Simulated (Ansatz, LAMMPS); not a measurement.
# Structural relaxation of glassy 58SiO2-12Al2O3-15BaO-15Li2O (mol %) (102 atoms), part 2 of 3

How does glassy 58SiO2-12Al2O3-15BaO-15Li2O (mol %) (102 atoms) relax, and what do bonds, charges and levels look like afterwards?

Ansatz 0.2.0; Kohn-Sham DFT, PBE, PAW (set soft_2), plane waves.

The cell: 19 Si, 8 Al, 5 Ba, 10 Li and 60 O. The quench rate of 10 K/ps is orders of magnitude faster than experiment. The starting topology of bonds comes from the classical model. Only the Γ point is sampled, in a cell whose shortest periodic width is 11 Å. No spin–orbit coupling is included.

So far. Step 3 (Single point at the start): The r.m.s. force component of 0.89 eV/Å and the pressure of 6.4 GPa set the starting point.

## (4) Relaxation

With the cell held, the atoms are moved downhill towards a nearby minimum.

File input.yaml:

```yaml
crystal:
  lattice:
    - [10.93005, 0.0, 0.0]
    - [0.0, 10.93005, 0.0]
    - [0.0, 0.0, 10.93005]
  atoms:
    [... the 102 atom lines of step 3 ...]
kpoints:
  mp_grid: { grid: [1, 1, 1] }
hamiltonian:
  xc: pbe
scf:
  occupations: { method: fixed }
output:
  forces: true
relax:
  f_tol: 0.05
  max_steps: 200
```

The run is started by

```console
$ ansatz run input.yaml --threads 4 --pin off --max-ram 8192MiB --backend cpu --events-out ev --progress --plain --runs-dir out
```

Numbers of over 12 decimals in the logs are rounded to 6 here.

Log:

```text
[...]
Crystal: 102 atoms, lattice volume = 1305.769 Å³
Basis set: ecut = 420 eV, 25533 PW (Γ), exchange–correlation on 150×150×150 points (8 copies of the dense FFT grid, shifted against one another)
Bands: 372, of which v1, the nominal top of the filled ones, is band 270 counted from 1 (269 counted from 0)
Symmetry: 1 space group operations
[...]
k-points: 1
[...]
SCF iter   1: F=—  HF=-82345.110163 eV  |F-HF|=—  |Δ(HF+E_count)|=         —  Δρ=1.98e-3  dr2=6.36e-2  ethr=1.77e-3  ⟨swp⟩=6.0  Hψ=1313  notcnv=0  defer=99
[...]
SCF iter   3: F=—  HF=-82345.117913 eV  |F-HF|=—  |Δ(HF+E_count)|=   1.65e-3  Δρ=4.65e-4  dr2=4.37e-3  ethr=2.68e-6  ⟨swp⟩=2.0  Hψ=474  notcnv=0  defer=80
automatic band count: iteration 3 solves 352 bands in place of 372: the levels show a gap, and the empty bands left out lie too high to hold charge; the band table lists the bands solved (type scf.n_extra_bands for more)
SCF iter   4: F=—  HF=-82345.118469 eV  |F-HF|=—  |Δ(HF+E_count)|=   5.55e-4  Δρ=1.54e-4  dr2=3.25e-4  ethr=8.08e-7  ⟨swp⟩=2.0  Hψ=474  notcnv=0  defer=80
[...]
SCF iter   6: F=-82345.118555 eV  HF=-82345.118552 eV  |F-HF|=2.66e-6  |Δ(HF+E_count)|=   1.01e-5  Δρ=2.31e-5  dr2=6.52e-6  ethr=1.16e-8  ⟨swp⟩=4.0  Hψ=948  notcnv=0
SCF 1 converged in 6 iterations: F = -82345.118555 eV  dr2 = 6.52e-6
[...]
relax step   1: F+E_penalty+E_count = -82345.11855469 eV  Δ(F+E_penalty+E_count) = +0.000e0 eV  max|allowed force component| = 2.591e0 eV/Å  Δτ_max = 0.0000 Å  (6 SCF iters, dr2 threshold 6.25e-5 eV, accepted)
[... from here on, the SCF cycles and remarks between the steps are left out ...]
relax step   2: F+E_penalty+E_count = -82347.78810791 eV  Δ(F+E_penalty+E_count) = -2.670e0 eV  max|allowed force component| = 1.378e0 eV/Å  Δτ_max = 0.1949 Å  (6 SCF iters, dr2 threshold 1.00e-4 eV, accepted)
relax step   3: F+E_penalty+E_count = -82349.28146393 eV  Δ(F+E_penalty+E_count) = -1.493e0 eV  max|allowed force component| = 7.143e-1 eV/Å  Δτ_max = 0.1950 Å  (6 SCF iters, dr2 threshold 1.00e-4 eV, accepted)
relax step   4: F+E_penalty+E_count = -82349.61106087 eV  Δ(F+E_penalty+E_count) = -3.296e-1 eV  max|allowed force component| = 3.999e-1 eV/Å  Δτ_max = 0.2000 Å  (6 SCF iters, dr2 threshold 1.00e-4 eV, accepted)
relax step   5: F+E_penalty+E_count = -82349.78165662 eV  Δ(F+E_penalty+E_count) = -1.706e-1 eV  max|allowed force component| = 3.238e-1 eV/Å  Δτ_max = 0.1528 Å  (6 SCF iters, dr2 threshold 4.30e-5 eV, accepted)
relax step   6: F+E_penalty+E_count = -82349.90724507 eV  Δ(F+E_penalty+E_count) = -1.256e-1 eV  max|allowed force component| = 3.338e-1 eV/Å  Δτ_max = 0.2000 Å  (7 SCF iters, dr2 threshold 3.29e-5 eV, accepted)
relax step   7: F+E_penalty+E_count = -82349.96894419 eV  Δ(F+E_penalty+E_count) = -6.170e-2 eV  max|allowed force component| = 1.802e-1 eV/Å  Δτ_max = 0.0712 Å  (5 SCF iters, dr2 threshold 7.30e-5 eV, accepted)
relax step   8: F+E_penalty+E_count = -82350.00530054 eV  Δ(F+E_penalty+E_count) = -3.636e-2 eV  max|allowed force component| = 1.903e-1 eV/Å  Δτ_max = 0.0468 Å  (6 SCF iters, dr2 threshold 9.46e-6 eV, accepted)
relax step   9: F+E_penalty+E_count = -82350.03886083 eV  Δ(F+E_penalty+E_count) = -3.356e-2 eV  max|allowed force component| = 1.402e-1 eV/Å  Δτ_max = 0.0886 Å  (7 SCF iters, dr2 threshold 1.06e-5 eV, accepted)
relax step  10: F+E_penalty+E_count = -82350.06755498 eV  Δ(F+E_penalty+E_count) = -2.869e-2 eV  max|allowed force component| = 1.431e-1 eV/Å  Δτ_max = 0.0962 Å  (6 SCF iters, dr2 threshold 1.07e-5 eV, accepted)
relax step  11: F+E_penalty+E_count = -82350.11153485 eV  Δ(F+E_penalty+E_count) = -4.398e-2 eV  max|allowed force component| = 2.737e-1 eV/Å  Δτ_max = 0.1950 Å  (7 SCF iters, dr2 threshold 1.11e-5 eV, accepted)
relax step  12: F+E_penalty+E_count = -82350.14941900 eV  Δ(F+E_penalty+E_count) = -3.788e-2 eV  max|allowed force component| = 2.762e-1 eV/Å  Δτ_max = 0.1537 Å  (6 SCF iters, dr2 threshold 7.49e-5 eV, accepted)
relax step  13: F+E_penalty+E_count = -82350.18954961 eV  Δ(F+E_penalty+E_count) = -4.013e-2 eV  max|allowed force component| = 2.494e-1 eV/Å  Δτ_max = 0.1292 Å  (6 SCF iters, dr2 threshold 7.63e-5 eV, accepted)
relax step  14: F+E_penalty+E_count = -82350.21778941 eV  Δ(F+E_penalty+E_count) = -2.824e-2 eV  max|allowed force component| = 1.984e-1 eV/Å  Δτ_max = 0.0855 Å  (5 SCF iters, dr2 threshold 5.08e-5 eV, accepted)
relax step  15: F+E_penalty+E_count = -82350.23814026 eV  Δ(F+E_penalty+E_count) = -2.035e-2 eV  max|allowed force component| = 2.066e-1 eV/Å  Δτ_max = 0.2000 Å  (7 SCF iters, dr2 threshold 2.49e-5 eV, accepted)
relax step  16: F+E_penalty+E_count = -82350.27122796 eV  Δ(F+E_penalty+E_count) = -3.309e-2 eV  max|allowed force component| = 1.111e-1 eV/Å  Δτ_max = 0.0957 Å  (6 SCF iters, dr2 threshold 2.70e-5 eV, accepted)
relax step  17: F+E_penalty+E_count = -82350.29464761 eV  Δ(F+E_penalty+E_count) = -2.342e-2 eV  max|allowed force component| = 2.264e-1 eV/Å  Δτ_max = 0.2000 Å  (8 SCF iters, dr2 threshold 3.56e-6 eV, accepted)
relax step  18: F+E_penalty+E_count = -82350.32744274 eV  Δ(F+E_penalty+E_count) = -3.280e-2 eV  max|allowed force component| = 1.488e-1 eV/Å  Δτ_max = 0.0478 Å  (6 SCF iters, dr2 threshold 1.48e-5 eV, accepted)
relax step  19: F+E_penalty+E_count = -82350.37226692 eV  Δ(F+E_penalty+E_count) = -4.482e-2 eV  max|allowed force component| = 1.471e-1 eV/Å  Δτ_max = 0.2000 Å  (7 SCF iters, dr2 threshold 9.56e-6 eV, accepted)
relax step  20: F+E_penalty+E_count = -82350.38946254 eV  Δ(F+E_penalty+E_count) = -1.720e-2 eV  max|allowed force component| = 2.590e-1 eV/Å  Δτ_max = 0.1951 Å  (7 SCF iters, dr2 threshold 9.34e-6 eV, accepted)
relax step  21: F+E_penalty+E_count = -82350.42367226 eV  Δ(F+E_penalty+E_count) = -3.421e-2 eV  max|allowed force component| = 1.652e-1 eV/Å  Δτ_max = 0.0585 Å  (6 SCF iters, dr2 threshold 6.55e-5 eV, accepted)
relax step  22: F+E_penalty+E_count = -82350.34642128 eV  Δ(F+E_penalty+E_count) = +7.725e-2 eV  max|allowed force component| = 4.445e-1 eV/Å  Δτ_max = 0.2000 Å  (8 SCF iters, dr2 threshold 1.11e-5 eV, rejected (line search))
relax step  23: F+E_penalty+E_count = -82350.46292660 eV  Δ(F+E_penalty+E_count) = -3.925e-2 eV  max|allowed force component| = 6.886e-2 eV/Å  Δτ_max = 0.0963 Å  (10 SCF iters, accepted)
relax step  24: F+E_penalty+E_count = -82350.46310431 eV  Δ(F+E_penalty+E_count) = -1.777e-4 eV  max|allowed force component| = 1.457e-1 eV/Å  Δτ_max = 0.0265 Å  (8 SCF iters, accepted)
relax step  25: F+E_penalty+E_count = -82350.46866166 eV  Δ(F+E_penalty+E_count) = -5.557e-3 eV  max|allowed force component| = 5.007e-2 eV/Å  Δτ_max = 0.0183 Å  (6 SCF iters, dr2 threshold 3.69e-6 eV, accepted)
relax step  26: F+E_penalty+E_count = -82350.46947932 eV  Δ(F+E_penalty+E_count) = -8.177e-4 eV  max|allowed force component| = 2.456e-2 eV/Å  Δτ_max = 0.0077 Å  (6 SCF iters, accepted)
SCF converged after 6 iterations
Free energy (F): -82350.469479 eV
[...]
Internal energy: -82350.469479 eV  (E = F + TS)
E sigma→0 (E₀):  -82350.469479 eV
Fermi energy:    4.756436 eV
[...]
--- Forces (eV/Å), atoms counted from 1 ---
  atom   1  Si     0.00238138    -0.00332161    -0.00256876
  atom   2  Si    -0.00150880    -0.00478585     0.01430256
  atom   3  Si     0.01269448    -0.00268193     0.00926311
  atom   4  Si     0.00061946     0.01183053    -0.00162527
  atom   5  Si    -0.00689313     0.01030519    -0.00485538
  atom   6  Si    -0.00622859     0.01799543     0.00193701
  atom   7  Si    -0.00443502    -0.00980834     0.00381544
  atom   8  Si    -0.01050277     0.00175355     0.00053279
  atom   9  Si    -0.00714208    -0.01246396    -0.00033556
  atom  10  Si     0.00600538     0.00135015    -0.00675828
  atom  11  Si    -0.00692974    -0.00292569    -0.02433411
  atom  12  Si    -0.00021796    -0.00536669     0.00150583
  atom  13  Si     0.00468907    -0.00122109     0.00907298
  atom  14  Si     0.00099293    -0.00145146     0.00544197
[...]
atom 101  O     -0.00431539    -0.00273804     0.00042428
  atom 102  O      0.00718973    -0.01376937    -0.01064698
  max |Σ_I F_I| component: 6.41e-5 eV/Å
--- Relaxed structure (26 steps of the walk, 25 accepted, 0 SCFs on fresh bases) ---
  F+E_penalty+E_count = -82350.46947932 eV   max|allowed force component| = 2.456e-2 eV/Å
  atoms:
    - { symbol: Si, position: [0.873126, 0.188764, 0.411998] }
    - { symbol: Si, position: [0.697565, 0.760944, 0.615031] }
    - { symbol: Si, position: [0.864909, 0.811740, 0.836439] }
    - { symbol: Si, position: [0.125351, 0.054094, 0.036300] }
[...]
- { symbol: O, position: [0.150550, 0.441317, 0.538647] }
```

The job ended after 3.8 min (4 threads of Arm Neoverse V2, shared host; peak memory 1.6 GiB).

Relaxation path (22 of 26):

| step | energy less that of the first step (eV) | largest force component (eV/Å) |
| --- | --- | --- |
| 1 | 0.0000 | 2.5915 |
| 2 | -2.6696 | 1.3779 |
| 3 | -4.1629 | 0.7143 |
| 5 | -4.6631 | 0.3238 |
| 6 | -4.7887 | 0.3338 |
| 7 | -4.8504 | 0.1802 |
| 8 | -4.8867 | 0.1903 |
| 9 | -4.9203 | 0.1402 |
| 11 | -4.9930 | 0.2737 |
| 12 | -5.0309 | 0.2762 |
| 13 | -5.0710 | 0.2494 |
| 14 | -5.0992 | 0.1984 |
| 15 | -5.1196 | 0.2066 |
| 16 | -5.1527 | 0.1111 |
| 18 | -5.2089 | 0.1488 |
| 19 | -5.2537 | 0.1471 |
| 20 | -5.2709 | 0.2590 |
| 21 | -5.3051 | 0.1652 |
| 22 | -5.2279 | 0.4445 |
| 24 | -5.3445 | 0.1457 |
| 25 | -5.3501 | 0.0501 |
| 26 | -5.3509 | 0.0246 |

Relaxation step 22 was tried and not accepted.

The atoms that moved most (Å):

| atom | dx | dy | dz | length |
| --- | --- | --- | --- | --- |
| Li38 | 0.833 | 0.199 | 0.507 | 0.995 |
| Li34 | 0.829 | -0.263 | -0.150 | 0.883 |
| Li37 | 0.392 | 0.278 | -0.659 | 0.815 |
| O69 | -0.326 | 0.217 | -0.671 | 0.777 |
| O83 | -0.267 | -0.486 | -0.526 | 0.764 |
| O78 | -0.156 | 0.498 | 0.523 | 0.738 |
| O89 | 0.212 | 0.551 | -0.338 | 0.680 |
| O76 | -0.548 | -0.390 | -0.013 | 0.673 |

The relaxation changed the energy by -52.5 meV/atom, and atoms moved by 0.37 Å r.m.s., 0.99 Å at most.

## (5) Distances and neighbours after relaxation

Bonds before and after, by the cutoffs listed below:

| pair | bonds before | bonds after | mean before (Å) | mean after (Å) | spread before (Å) | spread after (Å) |
| --- | --- | --- | --- | --- | --- | --- |
| O-Si | 76 | 76 | 1.609 | 1.640 | 0.035 | 0.031 |
| O-Li | 37 | 39 | 2.092 | 2.039 | 0.167 | 0.186 |
| O-Al | 32 | 32 | 1.747 | 1.774 | 0.034 | 0.038 |

Density 3.14 g/cm³, 12.80 Å³ an atom.

Pair distribution functions g(r), in bins of 0.2 Å:

| r (Å) | total | O-O | O-Si | O-Li | O-Al | O-Ba | Si-Si |
| --- | --- | --- | --- | --- | --- | --- | --- |
| 1.50 | 0.36 | 0.00 | 1.66 | 0.00 | 0.00 | 0.00 | 0.00 |
| 1.70 | 3.33 | 0.00 | 11.26 | 0.82 | 8.45 | 0.00 | 0.00 |
| 1.90 | 0.68 | 0.00 | 0.00 | 3.80 | 2.58 | 0.00 | 0.00 |
| 2.10 | 0.30 | 0.00 | 0.00 | 2.58 | 0.00 | 0.00 | 0.00 |
| 2.30 | 0.11 | 0.00 | 0.00 | 0.81 | 0.20 | 0.00 | 0.00 |
| 2.50 | 0.49 | 0.93 | 0.00 | 0.27 | 0.00 | 1.36 | 0.00 |
| 2.70 | 1.70 | 4.29 | 0.00 | 0.00 | 0.00 | 1.91 | 0.00 |
| 2.90 | 1.19 | 1.65 | 0.11 | 1.14 | 0.00 | 3.50 | 1.67 |
| 3.10 | 0.91 | 0.84 | 0.14 | 0.72 | 0.34 | 1.09 | 3.31 |
| 3.30 | 0.88 | 0.62 | 0.54 | 0.95 | 0.79 | 0.96 | 1.39 |
| 3.50 | 1.04 | 0.77 | 1.56 | 0.71 | 1.33 | 0.86 | 0.00 |
| 3.70 | 0.99 | 0.71 | 1.32 | 1.19 | 1.26 | 0.51 | 0.20 |
| 3.90 | 1.08 | 0.71 | 1.46 | 1.42 | 1.64 | 0.79 | 0.76 |
| 4.10 | 1.14 | 0.77 | 1.75 | 0.98 | 1.23 | 1.23 | 0.69 |
| 4.30 | 1.04 | 0.61 | 1.69 | 1.21 | 1.70 | 1.22 | 0.63 |
| 4.50 | 1.06 | 1.00 | 1.04 | 1.41 | 1.55 | 0.76 | 0.99 |
| 4.70 | 0.92 | 0.98 | 0.74 | 0.86 | 0.64 | 1.65 | 1.31 |
| 4.90 | 0.89 | 1.16 | 0.70 | 0.58 | 0.58 | 1.07 | 1.19 |
| 5.10 | 1.04 | 1.51 | 0.51 | 1.02 | 0.50 | 1.20 | 1.32 |
| 5.30 | 1.00 | 1.25 | 0.73 | 0.77 | 0.77 | 1.30 | 1.02 |

Bonds by pair of elements; cutoffs follow the first minimum of g(r), held within bounds set by covalent radii, and pairs that aren't listed don't count as bonded:

| pair A-B | cutoff (Å) | bonds | mean length (Å) | spread (Å) | shortest (Å) | B about A | A about B |
| --- | --- | --- | --- | --- | --- | --- | --- |
| O-Si | 2.08 | 76 | 1.64 | 0.031 | 1.58 | 1.27 | 4 |
| O-Li | 2.58 | 39 | 2.04 | 0.186 | 1.76 | 0.65 | 3.9 |
| O-Al | 2.19 | 32 | 1.77 | 0.038 | 1.70 | 0.533 | 4 |
| O-Ba | 3.29 | 39 | 2.87 | 0.206 | 2.49 | 0.65 | 7.8 |

The cutoff for O-Ba falls short of the minimum of g(r), so counts run low and odd coordinations can be artefacts.

How many atoms have how many bonded neighbours:

| element | mean | 2 | 3 | 4 | 5 | 6 | 7 | 8 | 10 |
| --- | --- | --- | --- | --- | --- | --- | --- | --- | --- |
| Al | 4 | 0 | 0 | 8 | 0 | 0 | 0 | 0 | 0 |
| Ba | 7.8 | 0 | 0 | 0 | 0 | 1 | 1 | 2 | 1 |
| Li | 3.9 | 0 | 2 | 7 | 1 | 0 | 0 | 0 | 0 |
| O | 3.1 | 12 | 30 | 18 | 0 | 0 | 0 | 0 | 0 |
| Si | 4 | 0 | 0 | 19 | 0 | 0 | 0 | 0 | 0 |

Bond angles (no mean is given where the spread exceeds 20°):

| angle | count | mean (°) | spread (°) |
| --- | --- | --- | --- |
| O-Si-O | 114 | 109 | 5.2 |
| O-Li-O | 58 | - | - |
| Ba-O-Si | 50 | 107 | 16.3 |
| O-Al-O | 48 | 109 | 9.5 |

Oxygen atoms by the number of network formers (Si, P, Ge, B, Al, As, Ga) bound to them:

| network formers bound to O | O atoms | per cent |
| --- | --- | --- |
| 0 | 0 | 0 |
| 1 | 12 | 20 |
| 2 | 48 | 80 |

Network units: each former by its oxygen neighbours and how many of them bridge to another former:

| former | O neighbours | bridging O | atoms |
| --- | --- | --- | --- |
| Si | 4 | 2 | 2 |
| Si | 4 | 3 | 6 |
| Si | 4 | 4 | 11 |
| Al | 4 | 3 | 2 |
| Al | 4 | 4 | 6 |

Bond length by coordination (bonds to H left out):

| element | coordination | atoms | mean bond length (Å) |
| --- | --- | --- | --- |
| Ba | 6 | 1 | 2.92 |
| Ba | 7 | 1 | 2.79 |
| Ba | 8 | 2 | 2.82 |
| Ba | 10 | 1 | 2.97 |
| Li | 3 | 2 | 1.92 |
| Li | 4 | 7 | 2.04 |
| Li | 5 | 1 | 2.19 |
| O | 2 | 12 | 1.67 |
| O | 3 | 30 | 1.99 |
| O | 4 | 18 | 2.14 |

Rings of the network by King's shortest-path rule, up to 12 atoms, one path for each pair of neighbours; H, halogens, alkali and alkaline-earth atoms are left out, and the last column divides by all other atoms, bonded or not:

| ring size (atoms) | rings | per network atom |
| --- | --- | --- |
| 6 | 1 | 0.011 |
| 8 | 6 | 0.069 |
| 10 | 1 | 0.011 |
| 12 | 10 | 0.115 |

For some of the pairs, g(r) has its first main peak near 2.7 Å (O-O), 1.6 Å (O-Si), 2.0 Å (O-Li), 1.8 Å (O-Al), 2.9 Å (O-Ba) and 3.1 Å (Si-Si). The O-Si-O angle averages 109° with a spread of 5°. 80 % of the oxygens bridge two formers (Si and Al) and 20 % are non-bridging. The commonest Si unit has 4 oxygens, 4 of them shared with other formers (11 of 19 atoms). Rings of 12 atoms are the most common (56 % of those counted); sizes run from 6 to 12, where the search stops.

(Part 2 of 3 ends here.)

[Logs are printed without paths, hosts, clocks, repeated set-up lines and the standing remarks that a program may print on its own settings, such as how far it seeks lower states.]

[Hosts, paths, dates, database ids (printed as entryN), source tags and the programs' standing remarks are cut or masked in the printed files.]
